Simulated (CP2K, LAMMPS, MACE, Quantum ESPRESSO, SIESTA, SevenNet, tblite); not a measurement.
# Bulk modulus two ways: amorphous Ge (61 atoms), tblite GFN1-xTB

The cell holds 61 atoms (61 Ge). Recipe: 61 atoms (61 Ge) placed at random at 5.38 g/cm³, melted at 3500 K for 10 ps at fixed volume with the Tersoff potential (Tersoff, Phys. Rev. B 39, 5566 (1989)). Quenched from 3500 K to 100 K at 5 K/ps and fixed volume, held 5 ps, then minimised at fixed cell. Then the atoms were relaxed with MACE MP-0b3 medium in the fixed cell.

Calculated with tblite 0.8.0: tblite GFN1-xTB, tight binding with its own dispersion term; k-points Γ. The cell is scaled evenly by ±3 % in volume, and MACE MP-0b3 medium relaxes the atoms at each volume before the single point.

| volume (Å³/atom) | energy less the middle row's (meV/atom) | pressure (GPa) |
| --- | --- | --- |
| 21.741 | 36.050 | 9.405 |
| 22.413 | 0.000 | 6.652 |
| 23.085 | -24.470 | 4.142 |

**Question.** Find the bulk modulus at the middle volume from the pressures and from the energies, and check the printed pressure against the slope of the energy (1 meV/Å³ = 0.16022 GPa).

**Working.**

The step is h = 0.6724 Å³. From pressures: B = −V dP/dV = 22.413 × (9.405 − (4.142)) / (2 × 0.6724) = 87.7 GPa.

From energies: B = V d²E/dV² = 22.413 × (36.050 + (-24.470)) / 0.6724² = 574.1 meV/Å³ = 92.0 GPa.

Slope: P = −dE/dV = −(-24.470 − (36.050)) / (2 × 0.6724) = 45.0 meV/Å³ = 7.21 GPa, against 6.65 GPa printed.

The two moduli agree within 5 %.

A central difference over ±3 % overstates P by about B(1 + B′)(0.03)²/6, some 0.07 GPa for B′ = 4, which is small against the gap found. The atoms follow MACE MP-0b3 medium, so this level's forces do work along the path, which enters the energies but not the printed pressures.

Limits: three points, a static cell at zero temperature, the cell shape held; the modulus is that at 6.7 GPa, not at zero pressure.

[Hosts, paths, dates, database ids (printed as entryN), source tags and the programs' standing remarks are cut or masked in the printed files.]
